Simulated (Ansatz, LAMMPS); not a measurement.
# Structural relaxation of amorphous polyacrylonitrile (as short chains C14N4H18), from a frame at 400 K (108 atoms), part 2 of 3

Wanted: the relaxed structure of amorphous polyacrylonitrile (as short chains C14N4H18), from a frame at 400 K (108 atoms) and its electronic structure.

Ansatz 0.2.0; Kohn-Sham DFT, PBE+D3(BJ), PAW (set soft_2), plane waves.

The cell: 42 C, 12 N and 54 H. The network of contacts between molecules at the start is that of the classical potential that made the cell. The Brillouin zone is sampled at Γ only, in a cell whose shortest periodic width is 10 Å.

So far. Step 3 (Single point at the start): Neighbours are counted within 1.34 Å (H-C), 1.85 Å (C-C), 1.62 Å (C-N).

**4. Cell and atoms relaxed**

Cell and atoms are freed together, to release stress as well as forces.

File input.yaml:

```yaml
crystal:
  lattice:
    - [10.45608, 0.0, 0.0]
    - [0.0, 10.45608, 0.0]
    - [0.0, 0.0, 10.45608]
  atoms:
    [... the 108 atom lines of step 3 ...]
kpoints:
  mp_grid: { grid: [1, 1, 1] }
hamiltonian:
  xc: pbe
  dispersion: d3bj
scf:
  occupations: { method: fermi_dirac, width: 0.025 }
output:
  forces: true
relax:
  f_tol: 0.03
  max_steps: 200
  cell: {}
```

The run is started by

```sh
ansatz run input.yaml --threads 4 --pin off --max-ram 8192MiB --backend cpu --events-out ev --progress --plain --runs-dir out
```

Numbers of over 12 decimals in the logs are rounded to 6 here.

The log of the run:

```text
[...]
Crystal: 108 atoms, lattice volume = 1143.159 Å³
Basis set: ecut = 420 eV, 22335 PW (Γ), exchange–correlation on 144×144×144 points (8 copies of the dense FFT grid, shifted against one another)
Bands: 249, of which v1, the nominal top of the filled ones, is band 141 counted from 1 (140 counted from 0)
Symmetry: 1 space group operations
[...]
k-points: 1
[...]
SCF iter   1: F=—  HF=-16004.296721 eV  |F-HF|=—  |Δ(HF+E_count)|=         —  Δρ=5.49e-3  dr2=5.05e-1  ethr=1.77e-3  ⟨swp⟩=6.0  Hψ=1151  notcnv=0  defer=34
[...]
SCF iter  10: F=-16004.245115 eV  HF=-16004.245115 eV  |F-HF|=3.41e-8  |Δ(HF+E_count)|=   1.03e-7  Δρ=2.54e-6  dr2=8.85e-8  ethr=3.55e-11  ⟨swp⟩=4.0  Hψ=630  notcnv=0
SCF 1 converged in 10 iterations: F = -16004.245115 eV  dr2 = 8.85e-8
[...]
relax step   1: F+E_penalty+E_count = -16004.24511519 eV  Δ(F+E_penalty+E_count) = +0.000e0 eV  max|allowed force component| = 5.242e0 eV/Å  Δτ_max = 0.0000 Å  P = +3.736 GPa  Ω = 1143.159 Å³  (10 SCF iters, dr2 threshold 1.00e-7 eV, accepted)
[... from here on, the SCF cycles and remarks between the steps are left out ...]
relax step   2: F+E_penalty+E_count = -16009.78737975 eV  Δ(F+E_penalty+E_count) = -5.542e0 eV  max|allowed force component| = 1.682e0 eV/Å  Δτ_max = 0.1946 Å  P = +0.418 GPa  Ω = 1190.980 Å³  energy of the carried Pulay correction = -1.171e-1 eV  (8 SCF iters, dr2 threshold 1.08e-5 eV, accepted)
relax step   3: F+E_penalty+E_count = -16010.74425933 eV  Δ(F+E_penalty+E_count) = -9.569e-1 eV  max|allowed force component| = 6.704e-1 eV/Å  Δτ_max = 0.1943 Å  P = -0.353 GPa  Ω = 1181.049 Å³  energy of the carried Pulay correction = -9.314e-2 eV  (8 SCF iters, dr2 threshold 1.08e-5 eV, accepted)
relax step   4: F+E_penalty+E_count = -16011.01100397 eV  Δ(F+E_penalty+E_count) = -2.667e-1 eV  max|allowed force component| = 3.673e-1 eV/Å  Δτ_max = 0.2000 Å  P = -0.215 GPa  Ω = 1174.759 Å³  energy of the carried Pulay correction = -7.789e-2 eV  (8 SCF iters, dr2 threshold 1.08e-5 eV, accepted)
relax step   5: F+E_penalty+E_count = -16011.19997589 eV  Δ(F+E_penalty+E_count) = -1.890e-1 eV  max|allowed force component| = 4.336e-1 eV/Å  Δτ_max = 0.1929 Å  P = -0.328 GPa  Ω = 1166.942 Å³  energy of the carried Pulay correction = -5.882e-2 eV  (8 SCF iters, dr2 threshold 8.43e-6 eV, accepted)
relax step   6: F+E_penalty+E_count = -16011.31189606 eV  Δ(F+E_penalty+E_count) = -1.119e-1 eV  max|allowed force component| = 4.586e-1 eV/Å  Δτ_max = 0.1949 Å  P = -0.302 GPa  Ω = 1161.551 Å³  energy of the carried Pulay correction = -4.559e-2 eV  (8 SCF iters, dr2 threshold 1.08e-5 eV, accepted)
relax step   7: F+E_penalty+E_count = -16011.37846601 eV  Δ(F+E_penalty+E_count) = -6.657e-2 eV  max|allowed force component| = 4.341e-1 eV/Å  Δτ_max = 0.1849 Å  P = +0.076 GPa  Ω = 1154.406 Å³  energy of the carried Pulay correction = -2.797e-2 eV  (8 SCF iters, dr2 threshold 1.08e-5 eV, accepted)
relax step   8: F+E_penalty+E_count = -16011.44382530 eV  Δ(F+E_penalty+E_count) = -6.536e-2 eV  max|allowed force component| = 1.448e-1 eV/Å  Δτ_max = 0.1457 Å  P = -0.188 GPa  Ω = 1146.613 Å³  energy of the carried Pulay correction = -8.619e-3 eV  (8 SCF iters, dr2 threshold 1.08e-5 eV, accepted)
relax step   9: F+E_penalty+E_count = -16011.47036487 eV  Δ(F+E_penalty+E_count) = -2.654e-2 eV  max|allowed force component| = 1.988e-1 eV/Å  Δτ_max = 0.1189 Å  P = +0.120 GPa  Ω = 1144.646 Å³  energy of the carried Pulay correction = -3.712e-3 eV  (8 SCF iters, dr2 threshold 1.31e-6 eV, accepted)
relax step  10: F+E_penalty+E_count = -16011.51231636 eV  Δ(F+E_penalty+E_count) = -4.195e-2 eV  max|allowed force component| = 1.033e-1 eV/Å  Δτ_max = 0.1327 Å  P = -0.036 GPa  Ω = 1139.079 Å³  energy of the carried Pulay correction = +1.022e-2 eV  (8 SCF iters, dr2 threshold 2.47e-6 eV, accepted)
relax step  11: F+E_penalty+E_count = -16011.55664893 eV  Δ(F+E_penalty+E_count) = -4.433e-2 eV  max|allowed force component| = 3.254e-1 eV/Å  Δτ_max = 0.1682 Å  P = -0.237 GPa  Ω = 1131.857 Å³  energy of the carried Pulay correction = +2.838e-2 eV  (10 SCF iters, dr2 threshold 6.67e-7 eV, accepted)
relax step  12: F+E_penalty+E_count = -16011.57824838 eV  Δ(F+E_penalty+E_count) = -2.160e-2 eV  max|allowed force component| = 4.108e-1 eV/Å  Δτ_max = 0.1193 Å  P = -0.137 GPa  Ω = 1132.811 Å³  energy of the carried Pulay correction = +2.598e-2 eV  (7 SCF iters, dr2 threshold 6.62e-6 eV, accepted)
relax step  13: F+E_penalty+E_count = -16011.62252136 eV  Δ(F+E_penalty+E_count) = -4.427e-2 eV  max|allowed force component| = 1.101e-1 eV/Å  Δτ_max = 0.2000 Å  P = -0.053 GPa  Ω = 1135.196 Å³  energy of the carried Pulay correction = +1.997e-2 eV  (7 SCF iters, dr2 threshold 1.05e-5 eV, accepted)
relax step  14: F+E_penalty+E_count = -16011.65011555 eV  Δ(F+E_penalty+E_count) = -2.759e-2 eV  max|allowed force component| = 4.719e-2 eV/Å  Δτ_max = 0.2000 Å  P = +0.017 GPa  Ω = 1132.838 Å³  energy of the carried Pulay correction = +2.591e-2 eV  (8 SCF iters, dr2 threshold 7.58e-7 eV, accepted)
[...]
relax step  18: F+E_penalty+E_count = -16011.65475091 eV  Δ(F+E_penalty+E_count) = +5.749e-4 eV  max|allowed force component| = 2.243e-1 eV/Å  Δτ_max = 0.0808 Å  P = -0.079 GPa  Ω = 1133.028 Å³  energy of the carried Pulay correction = +2.543e-2 eV  (8 SCF iters, dr2 threshold 1.36e-6 eV, rejected (line search))
relax step  19: F+E_penalty+E_count = -16011.65829290 eV  Δ(F+E_penalty+E_count) = -2.967e-3 eV  max|allowed force component| = 5.614e-2 eV/Å  Δτ_max = 0.0404 Å  P = +0.022 GPa  Ω = 1133.098 Å³  energy of the carried Pulay correction = +2.525e-2 eV  (11 SCF iters, accepted)
relax step  20: F+E_penalty+E_count = -16011.66064932 eV  Δ(F+E_penalty+E_count) = -2.356e-3 eV  max|allowed force component| = 1.393e-2 eV/Å  Δτ_max = 0.0559 Å  P = +0.005 GPa  Ω = 1132.652 Å³  energy of the carried Pulay correction = +2.638e-2 eV  (8 SCF iters, dr2 threshold 1.97e-7 eV, accepted)
relax step  21: F+E_penalty+E_count = -16011.68443103 eV  Δ(F+E_penalty+E_count) = -2.378e-2 eV  max|allowed force component| = 1.297e-2 eV/Å  Δτ_max = 0.0000 Å  P = +0.026 GPa  Ω = 1132.652 Å³  stress off target by 2.49e-1 GPa  SCF on the basis re-selected at this cell (its energy is not comparable with the rows above)  (7 SCF iters)
relax step  22: F+E_penalty+E_count = -16011.70098087 eV  Δ(F+E_penalty+E_count) = -1.655e-2 eV  max|allowed force component| = 5.335e-2 eV/Å  Δτ_max = 0.0420 Å  P = +0.001 GPa  Ω = 1132.936 Å³  energy of the carried Pulay correction = -6.683e-4 eV  (8 SCF iters, dr2 threshold 1.55e-7 eV, accepted)
relax step  23: F+E_penalty+E_count = -16011.70840144 eV  Δ(F+E_penalty+E_count) = -7.421e-3 eV  max|allowed force component| = 7.394e-2 eV/Å  Δτ_max = 0.0646 Å  P = -0.019 GPa  Ω = 1132.599 Å³  energy of the carried Pulay correction = +1.981e-4 eV  (9 SCF iters, dr2 threshold 1.78e-7 eV, accepted)
relax step  24: F+E_penalty+E_count = -16011.71057142 eV  Δ(F+E_penalty+E_count) = -2.170e-3 eV  max|allowed force component| = 5.963e-2 eV/Å  Δτ_max = 0.0477 Å  P = -0.022 GPa  Ω = 1132.591 Å³  energy of the carried Pulay correction = +1.665e-4 eV  (8 SCF iters, dr2 threshold 3.42e-7 eV, accepted)
relax step  25: F+E_penalty+E_count = -16011.71403387 eV  Δ(F+E_penalty+E_count) = -3.462e-3 eV  max|allowed force component| = 8.161e-2 eV/Å  Δτ_max = 0.0589 Å  P = +0.045 GPa  Ω = 1130.733 Å³  energy of the carried Pulay correction = +4.900e-3 eV  (8 SCF iters, dr2 threshold 2.22e-7 eV, rejected (line search))
relax step  26: F+E_penalty+E_count = -16011.71411663 eV  Δ(F+E_penalty+E_count) = -3.545e-3 eV  max|allowed force component| = 4.394e-3 eV/Å  Δτ_max = 0.0295 Å  P = +0.003 GPa  Ω = 1132.020 Å³  energy of the carried Pulay correction = +1.587e-3 eV  (11 SCF iters, accepted)
relax step  27: F+E_penalty+E_count = -16011.72249567 eV  Δ(F+E_penalty+E_count) = -8.379e-3 eV  max|allowed force component| = 6.707e-3 eV/Å  Δτ_max = 0.0000 Å  P = +0.010 GPa  Ω = 1132.020 Å³  stress off target by 1.10e-1 GPa  SCF on the basis re-selected at this cell (its energy is not comparable with the rows above)  (6 SCF iters)
relax step  28: F+E_penalty+E_count = -16011.72954392 eV  Δ(F+E_penalty+E_count) = -7.048e-3 eV  max|allowed force component| = 1.077e-1 eV/Å  Δτ_max = 0.0586 Å  P = -0.004 GPa  Ω = 1131.232 Å³  energy of the carried Pulay correction = +1.532e-3 eV  (10 SCF iters, dr2 threshold 3.05e-8 eV, accepted)
relax step  29: F+E_penalty+E_count = -16011.72705870 eV  Δ(F+E_penalty+E_count) = +2.485e-3 eV  max|allowed force component| = 1.252e-2 eV/Å  Δτ_max = 0.0150 Å  P = -0.001 GPa  Ω = 1132.492 Å³  energy of the carried Pulay correction = -1.740e-3 eV  (7 SCF iters, dr2 threshold 7.25e-7 eV, accepted)
relax step  30: F+E_penalty+E_count = -16011.73831497 eV  Δ(F+E_penalty+E_count) = -1.126e-2 eV  max|allowed force component| = 1.270e-2 eV/Å  Δτ_max = 0.0000 Å  P = +0.002 GPa  Ω = 1132.492 Å³  stress off target by 4.82e-2 GPa  SCF on the basis re-selected at this cell (its energy is not comparable with the rows above)  (7 SCF iters)
[...]
SCF converged after 7 iterations
Free energy (F): -16011.738315 eV
[...]
Internal energy: -16011.738315 eV  (E = F + TS)
E sigma→0 (E₀):  -16011.738315 eV
Fermi energy:    1.085423 eV
[...]
--- Forces (eV/Å), atoms counted from 1 ---
  atom   1  C     -0.00246426    -0.01178203    -0.00962829
  atom   2  C     -0.00221188     0.00790145     0.00378403
  atom   3  C      0.00629660    -0.00706631    -0.00000356
  atom   4  C     -0.00075490    -0.00244586    -0.00697633
  atom   5  N     -0.00145592     0.00050997     0.00584796
  atom   6  C     -0.00354850    -0.00155698    -0.00167374
  atom   7  C     -0.00048615     0.00139023     0.00207003
  atom   8  C      0.00457374     0.00020682    -0.00241970
  atom   9  N     -0.00294353    -0.00171266    -0.00071083
  atom  10  C     -0.00049262    -0.00067543     0.00120620
  atom  11  C      0.00187056     0.00190518     0.00018522
  atom  12  C     -0.00653457    -0.00957269    -0.00110193
  atom  13  N      0.00435563     0.00629214    -0.00155383
  atom  14  C      0.00175578     0.00432293    -0.00590724
[...]
atom 107  H      0.00030026     0.00109296     0.00047796
  atom 108  H     -0.00145235     0.00468140     0.00064673
  max |Σ_I F_I| component: 1.10e-5 eV/Å
--- Stress (GPa, compression-positive) ---
       -0.023357       0.002245       0.003336
        0.002245       0.041000      -0.020584
        0.003335      -0.020583      -0.010417
  P = ⅓ Tr σ = 0.0024 GPa (0.024 kbar)
--- Relaxed structure (27 steps of the walk, 24 accepted, 3 SCFs on fresh bases) ---
  F+E_penalty+E_count = -16011.73831497 eV   max|allowed force component| = 1.270e-2 eV/Å   (the final SCF, on the basis selected at the relaxed cell)
  cell:  # Å, volume = 1132.4917 Å³
    - [10.076374, 0.099414, 0.218786]
    - [0.099414, 10.997891, -0.454553]
    - [0.218786, -0.454553, 10.243934]
  atoms:
    - { symbol: C, position: [0.958958, 0.047287, 0.257194] }
    - { symbol: C, position: [0.857353, 0.142733, 0.224902] }
    - { symbol: C, position: [0.850783, 0.259821, 0.320428] }
    - { symbol: C, position: [0.982312, 0.312138, 0.332302] }
[...]
- { symbol: H, position: [1.016317, 0.586002, 0.235908] }
```

Wall time 3.1 min (4 threads of Arm Neoverse V2, shared host); peak memory 1.2 GiB.

Step by step (22 of 30):

```tsv
step	energy less that of the first step (eV)	largest force component (eV/Å)	pressure (GPa)	volume (Å³)
1	0.0000	5.2417	3.74	1143.16
2	-5.5423	1.6817	0.42	1190.98
4	-6.7659	0.3673	-0.21	1174.76
5	-6.9549	0.4336	-0.33	1166.94
7	-7.1334	0.4341	0.08	1154.41
8	-7.1987	0.1448	-0.19	1146.61
9	-7.2252	0.1988	0.12	1144.65
11	-7.3115	0.3254	-0.24	1131.86
12	-7.3331	0.4108	-0.14	1132.81
13	-7.3774	0.1101	-0.05	1135.20
15	-7.4022	0.3222	-0.05	1133.76
16	-7.4069	0.0287	-0.01	1133.78
18	-7.4096	0.2243	-0.08	1133.03
19	-7.4132	0.0561	0.02	1133.10
20	-7.4155	0.0139	0.00	1132.65
22	-7.4559	0.0533	0.00	1132.94
23	-7.4633	0.0739	-0.02	1132.60
24	-7.4655	0.0596	-0.02	1132.59
26	-7.4690	0.0044	0.00	1132.02
27*	-7.4774	0.0067	0.01	1132.02
29	-7.4819	0.0125	0.00	1132.49
30*	-7.4932	0.0127	0.00	1132.49
```

Relaxation steps marked * repeat the geometry before them on a plane-wave basis chosen anew for their cell, so energy and pressure can jump there. Other such steps can lie between the rows shown. Relaxation steps 15, 18, 25 were tried and not accepted.

```tsv
cell as run	before	after	change
a (Å)	10.456	10.079	-3.6 %
b (Å)	10.456	11.008	+5.3 %
c (Å)	10.456	10.256	-1.9 %
α (°)	90.00	94.90	+5.4 %
β (°)	90.00	87.56	-2.7 %
γ (°)	90.00	88.97	-1.1 %
volume (Å³/atom)	10.58	10.49	-0.9 %
```

The atoms that moved most (Å, as changes of fractional coordinates times the final cell):

```tsv
atom	dx	dy	dz	length
N77	-0.949	0.135	-0.921	1.329
H19	0.550	0.676	0.895	1.249
H21	1.148	0.059	-0.002	1.150
H72	-0.936	0.218	-0.579	1.122
H91	-0.372	-0.755	0.587	1.026
H23	-0.097	-0.548	0.833	1.002
N45	0.686	0.524	-0.452	0.975
H65	0.608	0.277	-0.626	0.916
```

The relaxation changed the energy by -69.4 meV/atom, and atoms moved by 0.56 Å r.m.s., 1.3 Å at most.

**5. Structure statistics after relaxation**

Bonds before and after, by the cutoffs listed below:

```tsv
pair	bonds before	bonds after	mean before (Å)	mean after (Å)	spread before (Å)	spread after (Å)
H-C	54	54	1.098	1.098	0.038	0.003
C-C	39	39	1.491	1.517	0.051	0.039
C-N	12	12	1.161	1.162	0.020	0.000
```

Density 1.07 g/cm³, 10.49 Å³ an atom.

g(r), total and by pair (bins of 0.2 Å):

```tsv
r (Å)	total	H-H	H-C	H-N	C-C	C-N	N-N
1.00	2.81	0.00	7.20	0.00	0.00	0.00	0.00
1.20	1.41	0.00	1.89	0.00	0.00	7.75	0.00
1.40	0.43	0.00	0.00	0.00	2.82	0.00	0.00
1.60	0.89	0.00	0.00	0.00	5.85	0.00	0.00
1.80	0.74	2.96	0.00	0.00	0.00	0.00	0.00
2.00	0.24	0.07	0.56	0.00	0.00	0.00	0.00
2.20	1.59	0.38	3.80	0.14	0.00	0.00	0.00
2.40	0.90	1.82	0.19	0.84	1.86	0.00	0.00
2.60	1.43	1.71	0.99	1.59	2.00	1.55	0.00
2.80	1.18	1.29	1.77	1.52	0.00	0.00	0.00
3.00	0.84	1.62	0.58	1.15	0.56	0.00	0.00
3.20	0.88	0.75	0.74	2.27	0.55	0.76	0.00
3.40	0.90	0.35	0.93	1.39	0.18	2.92	1.03
3.60	1.00	0.64	1.04	1.25	0.44	2.37	1.96
3.80	0.81	0.88	0.52	0.91	0.77	1.73	1.29
4.00	0.84	0.58	0.86	0.74	1.06	1.35	0.40
4.20	0.95	0.86	1.01	0.99	0.96	0.80	1.41
4.40	0.98	1.08	0.78	1.43	1.06	0.78	1.31
4.60	0.98	1.17	0.80	1.09	0.84	1.27	1.46
4.80	1.04	0.98	1.06	0.79	1.09	1.36	0.53
```

Bonds by pair of elements; cutoffs follow the first minimum of g(r), held within bounds set by covalent radii, and pairs that aren't listed don't count as bonded:

```tsv
pair A-B	cutoff (Å)	bonds	mean length (Å)	spread (Å)	shortest (Å)	B about A	A about B
H-C	1.34	54	1.10	0.003	1.09	1	1.29
C-C	1.85	39	1.52	0.039	1.46	1.86	1.86
C-N	1.62	12	1.16	0	1.16	0.286	1
```

How many atoms have how many bonded neighbours:

```tsv
element	mean	1	2	4
C	3.43	0	12	30
H	1	54	0	0
N	1	12	0	0
```

Bond angles, per cent of each kind in bins of 5°:

```tsv
angle (°)	C-C-H	C-C-C	H-C-H	C-C-N
100–105	1.0	0.0	0.0	0.0
105–110	71.6	18.8	100.0	0.0
110–115	27.5	75.0	0.0	0.0
115–120	0.0	6.2	0.0	0.0
120–125	0.0	0.0	0.0	0.0
125–130	0.0	0.0	0.0	0.0
130–135	0.0	0.0	0.0	0.0
135–140	0.0	0.0	0.0	0.0
140–145	0.0	0.0	0.0	0.0
145–150	0.0	0.0	0.0	0.0
150–155	0.0	0.0	0.0	0.0
155–160	0.0	0.0	0.0	0.0
160–165	0.0	0.0	0.0	0.0
165–170	0.0	0.0	0.0	0.0
170–175	0.0	0.0	0.0	0.0
175–180	0.0	0.0	0.0	100.0
```

Bond angles (no mean is given where the spread exceeds 20°):

```tsv
angle	count	mean (°)	spread (°)
C-C-H	102	109	1.7
C-C-C	48	112	2.3
H-C-H	30	108	0.9
C-C-N	12	178	1
```

Bond length by coordination (bonds to H left out):

```tsv
element	coordination	atoms	mean bond length (Å)
C	2	12	1.31
C	4	30	1.53
```

With the cutoffs above, 71 % of C atoms have 4, all H atoms have 1 and all N atoms have 1 bonded neighbour. The C-C-H angle averages 109° with a spread of 1.7°.

[end of part 2 of 3]

[Logs are printed without paths, hosts, clocks, repeated set-up lines and the standing remarks that a program may print on its own settings, such as how far it seeks lower states.]

[Hosts, paths, dates, database ids (printed as entryN), source tags and the programs' standing remarks are cut or masked in the printed files.]
